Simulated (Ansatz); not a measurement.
# How fast states decay through Cs2LaAlF6

A new crystal, Cs2LaAlF6: structure, gap and complex bands. It is built by putting La for Y, Al for In in the Cs2YInF6 structure of space group Fm-3m, with the volume rescaled by atomic radii. The parent structure comes from the Materials Project.

Calculated with Ansatz 0.2.0; PBE DFT, plane waves, PAW files, in the first sound run; inputs show where later runs differ.

The structure was built from a prototype and need not be the compound's stable phase.

## (1) Set-up

The structure is cubic, space group Fm-3m (No. 225). The conventional cell has a = 9.753 Å, b = 9.753 Å, c = 9.753 Å, α = 90.00°, β = 90.00°, γ = 90.00°. Cs has 12 F at 3.46 Å nearest. Nearest to La lie 6 F at 2.20 Å. Nearest to Al lie 6 F at 2.68 Å. Nearest to F lie 1 La at 2.20 Å and 1 Al at 2.68 Å and 4 Cs at 3.46 Å. It derives from Cs2YInF6. La for Y, Al for In in the Cs2YInF6 structure of space group Fm-3m. Farther neighbours and most contacts between anions are not listed.

## (2) Cell and atoms at rest

The substituted atoms don't fit the parent's cell, so cell and atoms relax together. A small smearing keeps the run stable in case the gap closes on the way.

Contents of input.yaml:

```yaml
crystal:
  lattice:
    - [0.0, 4.8763739289, 4.8763739289]
    - [4.8763739289, 0.0, 4.8763739289]
    - [4.8763739289, 4.8763739289, 0.0]
  atoms:
    - { symbol: Cs, position: [0.75, 0.75, 0.75] }
    - { symbol: Cs, position: [0.25, 0.25, 0.25] }
    - { symbol: La, position: [0.0, 0.0, 0.0] }
    - { symbol: Al, position: [0.5, 0.5, 0.5] }
    - { symbol: F, position: [0.774844, 0.225156, 0.225156] }
    - { symbol: F, position: [0.225156, 0.225156, 0.774844] }
    - { symbol: F, position: [0.225156, 0.774844, 0.774844] }
    - { symbol: F, position: [0.225156, 0.774844, 0.225156] }
    - { symbol: F, position: [0.774844, 0.225156, 0.774844] }
    - { symbol: F, position: [0.774844, 0.774844, 0.225156] }
kpoints:
  mp_grid: { grid: [4, 4, 4] }
scf:
  occupations: { method: gaussian, width: 0.03 }
hamiltonian:
  xc: pbe
output:
  forces: true
  stress: true
relax:
  f_tol: 0.02
  max_steps: 60
  cell: {}
```

Run with:

```bash
$ ansatz run input.yaml --threads 2 --pin off --max-ram 4096MiB --backend cpu --events-out ev --progress --plain --runs-dir out
```

Numbers of over 12 decimals in the logs are rounded to 6 here.

Log:

```text
Engine: ansatz 0.2.0, aarch64-unknown-linux-gnu
Pseudopotentials: kind: paw
Pseudopotential: Cs, paw, valence charge 9, recommended cutoff 420 eV (normal), Cs.paw.azcp
Pseudopotential: La, paw, valence charge 11, recommended cutoff 420 eV (normal), La.paw.azcp
Pseudopotential: Al, paw, valence charge 3, recommended cutoff 420 eV (normal), Al.paw.azcp
Pseudopotential: F, paw, valence charge 7, recommended cutoff 420 eV (normal), F.paw.azcp
Functional definition: PBE
  parameter kappa = 0.804
  parameter beta = 0.066725
  exchange = pbe_x(kappa = kappa, mu = beta*pi^2/3)
  correlation = pbe_c(beta = beta)
Crystal: 10 atoms, lattice volume = 231.911 Å³
Basis set: ecut = 420 eV, 4573 PW (Γ), exchange–correlation on 96×96×96 points (8 copies of the dense FFT grid, shifted against one another)
Bands: 47, of which v1, the nominal top of the filled ones, is band 37 counted from 1 (36 counted from 0)
Symmetry: 48 space group operations
Space group: Fm-3m (ITA 225), of the structure as read, at distance tolerance 6.1e-5 Å
k-points: 8 of 64
Non-local potential: Cs, projectors of the file, l = 0: 3, l = 1: 2, l = 2: 2, l = 3: 2
Non-local potential: La, projectors of the file, l = 0: 3, l = 1: 2, l = 2: 2, l = 3: 3
Non-local potential: Al, projectors of the file, l = 0: 2, l = 1: 2, l = 2: 1
Non-local potential: F, projectors of the file, l = 0: 2, l = 1: 2, l = 2: 1
PAW form: soft (Blöchl's): semilocal exchange-correlation on the pseudo side does not see the compensation charge
PAW one-centre angular grid: Cs, 194 points (default); XC on 64 Gauss nodes
PAW one-centre angular grid: La, 590 points (default); XC on 64 Gauss nodes
PAW one-centre angular grid: Al, 110 points (default); XC on 64 Gauss nodes
PAW one-centre angular grid: F, 110 points (default); XC on 64 Gauss nodes
Initial density: superposition of atomic densities (neutral atoms: chi_scale 0, normalization atom), corrected by the library's trained network
Initial wavefunctions: pseudopotential atomic-orbital guess
Functional: x = pbe(κ = 0.804, μ = 0.219515), c = pbe(β = 0.066725)
SCF iter   1: F=—  HF=-22991.286661 eV  |F-HF|=—  |Δ(HF+E_count)|=         —  Δρ=1.70e-3  dr2=1.56e-2  ethr=1.77e-3  ⟨swp⟩=8.6  Hψ=1894  notcnv=0  defer=5
preconditioner: auto → Resta (q_TF=auto, 2.255 Å⁻¹)  ε∞=3.9  [insulator: Δε(μ)=3.496 eV  Ē_g=10.630 eV  σ=0.030 eV  W_gap=1.00  n_scr=58 (ndim 8)  ℏωp=18.2 eV  f_vac=0.064  D(μ)=0.00/eV (n_scr^D=0)  ε∞_Penn≈3.9]
SCF iter   2: F=—  HF=-22991.283778 eV  |F-HF|=—  |Δ(HF+E_count)|=   2.88e-3  Δρ=8.86e-4  dr2=4.01e-3  ethr=2.11e-5  ⟨swp⟩=3.4  Hψ=793  notcnv=0  defer=40
SCF iter   3: F=—  HF=-22991.283433 eV  |F-HF|=—  |Δ(HF+E_count)|=   3.45e-4  Δρ=8.28e-4  dr2=1.04e-3  ethr=5.42e-6  ⟨swp⟩=2.9  Hψ=538  notcnv=0  defer=40
SCF iter   4: F=—  HF=-22991.283242 eV  |F-HF|=—  |Δ(HF+E_count)|=   1.91e-4  Δρ=1.53e-4  dr2=7.18e-5  ethr=1.40e-6  ⟨swp⟩=2.0  Hψ=493  notcnv=0  defer=40
SCF iter   5: F=—  HF=-22991.283110 eV  |F-HF|=—  |Δ(HF+E_count)|=   1.32e-4  Δρ=4.32e-5  dr2=6.44e-6  ethr=9.70e-8  ⟨swp⟩=2.2  Hψ=657  notcnv=0  defer=40
SCF iter   6: F=—  HF=-22991.283111 eV  |F-HF|=—  |Δ(HF+E_count)|=   1.13e-6  Δρ=1.33e-5  dr2=3.42e-7  ethr=8.71e-9  ⟨swp⟩=2.1  Hψ=619  notcnv=0  defer=40
SCF iter   7: F=-22991.283111 eV  HF=-22991.283111 eV  |F-HF|=9.39e-9  |Δ(HF+E_count)|=   1.84e-7  Δρ=2.88e-6  dr2=1.84e-8  ethr=1.35e-10  ⟨swp⟩=4.0  Hψ=1296  notcnv=0
SCF 1 converged in 7 iterations: F = -22991.283111 eV  dr2 = 1.84e-8
  greatest PAW one-centre occupation: 0.974 electrons in one spin orbital (limit 2), on the La atom at site 2 (counted from 0), in its partial waves of l = 0
relax step   1: F+E_penalty+E_count = -22991.28311116 eV  Δ(F+E_penalty+E_count) = +0.000e0 eV  max|allowed force component| = 2.147e0 eV/Å  Δτ_max = 0.0000 Å  P = +4.911 GPa  Ω = 231.911 Å³  (7 SCF iters, dr2 threshold 1.00e-7 eV, accepted)
Crystal: 10 atoms, lattice volume = 232.936 Å³
Initial density: handed on by an earlier stage of this run
Initial wavefunctions: those handed on with the density
iter 1 solved again at ethr=6.82e-4 eV; its pass at ethr=3.10e-3 eV (dr2=5.05e-1 eV) is discarded
SCF iter   1: F=—  HF=-22992.143867 eV  |F-HF|=—  |Δ(HF+E_count)|=         —  Δρ=2.10e-2  dr2=5.05e-1  ethr=6.82e-4  ⟨swp⟩=1.0  Hψ=2115  notcnv=0
preconditioner: auto → Resta (q_TF=auto, 2.254 Å⁻¹)  ε∞=4.4  [insulator: Δε(μ)=2.720 eV  Ē_g=9.898 eV  σ=0.030 eV  W_gap=1.00  n_scr=58 (ndim 8)  ℏωp=18.2 eV  f_vac=0.058  D(μ)=0.00/eV (n_scr^D=0)  ε∞_Penn≈4.4]
SCF iter   2: F=—  HF=-22991.986045 eV  |F-HF|=—  |Δ(HF+E_count)|=   1.58e-1  Δρ=9.28e-3  dr2=1.05e-1  ethr=6.82e-4  ⟨swp⟩=4.1  Hψ=758  notcnv=0
SCF iter   3: F=—  HF=-22991.960324 eV  |F-HF|=—  |Δ(HF+E_count)|=   2.57e-2  Δρ=4.37e-3  dr2=2.33e-2  ethr=1.42e-4  ⟨swp⟩=4.2  Hψ=890  notcnv=0  defer=3
SCF iter   4: F=—  HF=-22991.955310 eV  |F-HF|=—  |Δ(HF+E_count)|=   5.01e-3  Δρ=1.29e-3  dr2=2.01e-3  ethr=3.15e-5  ⟨swp⟩=2.0  Hψ=705  notcnv=0  defer=20
SCF iter   5: F=—  HF=-22991.955014 eV  |F-HF|=—  |Δ(HF+E_count)|=   2.96e-4  Δρ=1.35e-4  dr2=1.32e-4  ethr=2.71e-6  ⟨swp⟩=2.0  Hψ=716  notcnv=0  defer=20
SCF iter   6: F=—  HF=-22991.954873 eV  |F-HF|=—  |Δ(HF+E_count)|=   1.41e-4  Δρ=5.40e-5  dr2=9.36e-6  ethr=1.78e-7  ⟨swp⟩=2.0  Hψ=580  notcnv=0  defer=20
SCF iter   7: F=-22991.954873 eV  HF=-22991.954873 eV  |F-HF|=1.82e-7  |Δ(HF+E_count)|=   4.50e-7  Δρ=1.31e-5  dr2=5.00e-7  ethr=1.35e-9  ⟨swp⟩=3.1  Hψ=1650  notcnv=0
SCF 2 converged in 7 iterations: F = -22991.954873 eV  dr2 = 5.00e-7
  greatest PAW one-centre occupation: 0.973 electrons in one spin orbital (limit 2), on the La atom at site 2 (counted from 0), in its partial waves of l = 0
relax step   2: F+E_penalty+E_count = -22991.95487299 eV  Δ(F+E_penalty+E_count) = -6.718e-1 eV  max|allowed force component| = 6.680e-1 eV/Å  Δτ_max = 0.1956 Å  P = -1.548 GPa  Ω = 232.936 Å³  energy of the carried Pulay correction = -1.949e-3 eV  (7 SCF iters, dr2 threshold 1.00e-6 eV, accepted)
Crystal: 10 atoms, lattice volume = 232.588 Å³
iter 1 solved again at ethr=3.08e-5 eV; its pass at ethr=3.10e-3 eV (dr2=2.28e-2 eV) is discarded
SCF iter   1: F=—  HF=-22992.086261 eV  |F-HF|=—  |Δ(HF+E_count)|=         —  Δρ=5.07e-3  dr2=2.40e-2  ethr=3.08e-5  ⟨swp⟩=2.2  Hψ=1516  notcnv=0
preconditioner: auto → Resta (q_TF=auto, 2.254 Å⁻¹)  ε∞=4.6  [insulator: Δε(μ)=2.893 eV  Ē_g=9.649 eV  σ=0.030 eV  W_gap=1.00  n_scr=58 (ndim 8)  ℏωp=18.2 eV  f_vac=0.055  D(μ)=0.00/eV (n_scr^D=0)  ε∞_Penn≈4.6]
SCF iter   2: F=—  HF=-22992.079554 eV  |F-HF|=—  |Δ(HF+E_count)|=   6.71e-3  Δρ=2.52e-3  dr2=5.62e-3  ethr=3.08e-5  ⟨swp⟩=4.0  Hψ=768  notcnv=0
SCF iter   3: F=—  HF=-22992.077950 eV  |F-HF|=—  |Δ(HF+E_count)|=   1.60e-3  Δρ=3.26e-4  dr2=1.70e-4  ethr=7.59e-6  ⟨swp⟩=2.1  Hψ=705  notcnv=0
SCF iter   4: F=—  HF=-22992.077754 eV  |F-HF|=—  |Δ(HF+E_count)|=   1.96e-4  Δρ=1.81e-4  dr2=5.28e-5  ethr=2.29e-7  ⟨swp⟩=2.0  Hψ=670  notcnv=0
SCF iter   5: F=—  HF=-22992.077744 eV  |F-HF|=—  |Δ(HF+E_count)|=   9.37e-6  Δρ=6.71e-5  dr2=1.12e-5  ethr=7.13e-8  ⟨swp⟩=2.0  Hψ=664  notcnv=0
SCF iter   6: F=—  HF=-22992.077743 eV  |F-HF|=—  |Δ(HF+E_count)|=   1.21e-6  Δρ=1.67e-5  dr2=1.04e-6  ethr=1.51e-8  ⟨swp⟩=2.4  Hψ=685  notcnv=0
SCF iter   7: F=-22992.077743 eV  HF=-22992.077743 eV  |F-HF|=2.34e-8  |Δ(HF+E_count)|=   8.67e-8  Δρ=3.20e-6  dr2=3.50e-8  ethr=1.35e-9  ⟨swp⟩=4.0  Hψ=1262  notcnv=0
SCF 3 converged in 7 iterations: F = -22992.077743 eV  dr2 = 3.50e-8
relax step   3: F+E_penalty+E_count = -22992.07774308 eV  Δ(F+E_penalty+E_count) = -1.229e-1 eV  max|allowed force component| = 1.792e-1 eV/Å  Δτ_max = 0.0462 Å  P = -0.481 GPa  Ω = 232.588 Å³  energy of the carried Pulay correction = -1.288e-3 eV  (7 SCF iters, dr2 threshold 1.00e-6 eV, accepted)
[...]
relax step   4: F+E_penalty+E_count = -22992.08628831 eV  Δ(F+E_penalty+E_count) = -8.545e-3 eV  max|allowed force component| = 3.502e-3 eV/Å  Δτ_max = 0.0151 Å  P = -0.072 GPa  Ω = 232.456 Å³  energy of the carried Pulay correction = -1.038e-3 eV  (5 SCF iters, dr2 threshold 1.00e-6 eV, accepted)
[...]
relax step   5: F+E_penalty+E_count = -22992.08750811 eV  Δ(F+E_penalty+E_count) = -1.220e-3 eV  max|allowed force component| = 2.073e-4 eV/Å  Δτ_max = 0.0015 Å  P = -0.005 GPa  Ω = 231.895 Å³  energy of the carried Pulay correction = +3.099e-5 eV  (5 SCF iters, dr2 threshold 1.29e-8 eV, accepted)
Initial wavefunctions: pseudopotential atomic-orbital guess (no wavefunctions were taken with the density)
iter 1 solved again at ethr=2.63e-7 eV; its pass at ethr=3.10e-3 eV (dr2=1.95e-4 eV) is discarded
SCF iter   1: F=—  HF=-22992.087665 eV  |F-HF|=—  |Δ(HF+E_count)|=         —  Δρ=2.24e-6  dr2=9.44e-9  ethr=2.63e-7  ⟨swp⟩=3.9  Hψ=2743  notcnv=0
eigensolver tolerance schedule: the retry pair's looser diagonalisation over-reported the residual by 20631.57 of it (diagonalisation noise at an unbounded share of the residual, at the tolerance the schedule requests for it); recorded, not acted on — ethr = c·dr2/N_el stays at c = 1.0e-1
preconditioner: auto → Resta (q_TF=auto, 2.255 Å⁻¹)  ε∞=4.4  [insulator: Δε(μ)=3.124 eV  Ē_g=9.836 eV  σ=0.030 eV  W_gap=1.00  n_scr=58 (ndim 8)  ℏωp=18.2 eV  f_vac=0.057  D(μ)=0.00/eV (n_scr^D=0)  ε∞_Penn≈4.4]
SCF iter   2: F=—  HF=-22992.087508 eV  |F-HF|=—  |Δ(HF+E_count)|=   1.57e-4  Δρ=1.44e-6  dr2=4.62e-9  ethr=1.28e-11  ⟨swp⟩=3.5  Hψ=1005  notcnv=0
SCF iter   3: F=—  HF=-22992.087508 eV  |F-HF|=—  |Δ(HF+E_count)|=   8.58e-9  Δρ=1.36e-6  dr2=2.81e-9  ethr=6.24e-12  ⟨swp⟩=2.0  Hψ=664  notcnv=0
SCF iter   4: F=—  HF=-22992.087508 eV  |F-HF|=—  |Δ(HF+E_count)|=  1.24e-10  Δρ=3.32e-7  dr2=1.78e-10  ethr=3.80e-12  ⟨swp⟩=2.0  Hψ=557  notcnv=0
SCF iter   5: F=-22992.087508 eV  HF=-22992.087508 eV  |F-HF|=3.27e-11  |Δ(HF+E_count)|=  1.24e-10  Δρ=2.27e-7  dr2=7.48e-11  ethr=1.00e-12  ⟨swp⟩=4.0  Hψ=1296  notcnv=0
SCF 6 converged in 5 iterations: F = -22992.087508 eV  dr2 = 7.48e-11
relax step   6: F+E_penalty+E_count = -22992.08750811 eV  Δ(F+E_penalty+E_count) = -2.303e-9 eV  max|allowed force component| = 1.992e-4 eV/Å  Δτ_max = 0.0000 Å  P = -0.000 GPa  Ω = 231.895 Å³  stress off target by 1.11e-4 GPa  SCF on the basis re-selected at this cell (its energy is not comparable with the rows above)  (5 SCF iters)
basis re-selected at this cell: Δ(F+E_penalty+E_count) = -2.303e-9 eV, ΔP = +0.005 GPa vs the last step (what re-selecting the basis moved, of the pressure what is left beyond the Pulay correction that the steps carried, after the strain that the cell walked since its last selection, with what the two solves' SCF thresholds leave and, on support functions, any second-order correction that the steps lacked; it is no m [...]
SCF converged after 5 iterations
Free energy (F): -22992.087508 eV
Harris-Foulkes:  -22992.087508 eV  (|F-HF|=3.27e-11)
Internal energy: -22992.087508 eV  (E = F + TS)
E sigma→0 (E₀):  -22992.087508 eV
Fermi energy:    6.504061 eV
--- Per-component energies (eV) ---
  E_band       = -409.826072
  E_kinetic    = 1731.804883
  E_local      = -5294.913313  (includes V_loc(G=0)·N_el)
  E_nonlocal   = 608.768820
  E_hartree    = 2045.723942
  E_xc         = -1006.946627
  E_vxc        = -1042.942080  (∫ρ·V_xc dr)
  E_paw        = -17219.129773  (= ΣΔE_a)
  E_vpaw       = -504.004723  (= ΣTr[D̂ρ^β])
  E_aug_tail   = 0.012199  (compensation charges beyond the density's cutoff)
  E_ewald      = -3857.407640
  E_smearing   = -0.000000  (= −TS)
  E_closure    = 0.000000  (closes the sum)
  Σ components = -22992.087508   (vs F -22992.087508, Δ=0.00e0)
--- Forces (eV/Å), atoms counted from 1 ---
  atom   1  Cs    -0.00000000    -0.00000000    -0.00000000
  atom   2  Cs     0.00000000     0.00000000     0.00000000
  atom   3  La     0.00000000     0.00000000    -0.00000000
  atom   4  Al     0.00000000     0.00000000    -0.00000000
  atom   5  F      0.00019922     0.00000000     0.00000000
  atom   6  F     -0.00000000     0.00000000     0.00019922
  atom   7  F     -0.00019922    -0.00000000     0.00000000
  atom   8  F     -0.00000000     0.00019922     0.00000000
  atom   9  F      0.00000000    -0.00019922    -0.00000000
  atom  10  F      0.00000000     0.00000000    -0.00019922
  max |Σ_I F_I| component: 9.49e-19 eV/Å
--- Stress (GPa, compression-positive) ---
       -0.000111      -0.000000      -0.000000
       -0.000000      -0.000111      -0.000000
       -0.000000       0.000000      -0.000111
  P = ⅓ Tr σ = -0.0001 GPa (-0.001 kbar)
--- Relaxed structure (5 steps of the walk, 5 accepted, 1 SCFs on fresh bases) ---
  F+E_penalty+E_count = -22992.08750811 eV   max|allowed force component| = 1.992e-4 eV/Å   (the final SCF, on the basis selected at the relaxed cell)
  cell:  # Å, volume = 231.8945 Å³
    - [0, 4.876260, 4.876260]
    - [4.876260, 0, 4.876260]
    - [4.876260, 4.876260, 0]
  atoms:
    - { symbol: Cs, position: [0.75, 0.75, 0.75] }
    - { symbol: Cs, position: [0.25, 0.25, 0.25] }
    - { symbol: La, position: [1.0494343396848427e-18, 7.826289990870102e-19, 3.6018720980709033e-19] }
    - { symbol: Al, position: [0.5, 0.5, 0.5] }
    - { symbol: F, position: [0.760920, 0.239080, 0.239080] }
    - { symbol: F, position: [0.239080, 0.239080, 0.760920] }
    - { symbol: F, position: [0.239080, 0.760920, 0.760920] }
    - { symbol: F, position: [0.239080, 0.760920, 0.239080] }
    - { symbol: F, position: [0.760920, 0.239080, 0.760920] }
    - { symbol: F, position: [0.760920, 0.760920, 0.239080] }
```

Wall time 16 s (2 threads of Arm Neoverse V2, shared host); peak memory 0.57 GiB.

The steps of the relaxation:

```
step  energy less that of the first step (eV)  largest force component (eV/Å)  pressure (GPa)  volume (Å³)
   1                                   0.0000                          2.1475            4.91       231.91
   2                                  -0.6718                          0.6680           -1.55       232.94
   3                                  -0.7946                          0.1792           -0.48       232.59
   4                                  -0.8032                          0.0035           -0.07       232.46
   5                                  -0.8044                          0.0002            0.00       231.89
  6*                                  -0.8044                          0.0002            0.00       231.89
```

Relaxation steps marked * repeat the geometry before them on a plane-wave basis chosen anew for their cell, so energy and pressure can jump there.

The run keeps the 48 symmetry operations that it works with, so distortions that break them were not tested.

```
conventional cell, symmetrised  before  after  change
                         a (Å)   9.753  9.753  -0.0 %
                         b (Å)   9.753  9.753  -0.0 %
                         c (Å)   9.753  9.753  -0.0 %
              volume (Å³/atom)   23.19  23.19  -0.0 %
```

The atoms that moved most (Å, as changes of fractional coordinates times the final cell):

```
atom      dx      dy      dz  length
  F5   0.136   0.000   0.000   0.136
  F8   0.000   0.136   0.000   0.136
  F6   0.000   0.000   0.136   0.136
  F9   0.000  -0.136   0.000   0.136
  F7  -0.136   0.000   0.000   0.136
 F10   0.000   0.000  -0.136   0.136
```

Numbers from this step:

* free energy: -22992.0875 eV
* Fermi energy: 6.504 eV
* pressure: -1.11e-4 GPa

The largest force component on a free atom ends at 2.0e-4 eV/Å.

(Continued in part 2 of 3.)

[Logs are printed without paths, hosts, clocks, repeated set-up lines and the standing remarks that a program may print on its own settings, such as how far it seeks lower states.]

[Hosts, paths, dates, database ids (printed as entryN), source tags and the programs' standing remarks are cut or masked in the printed files.]
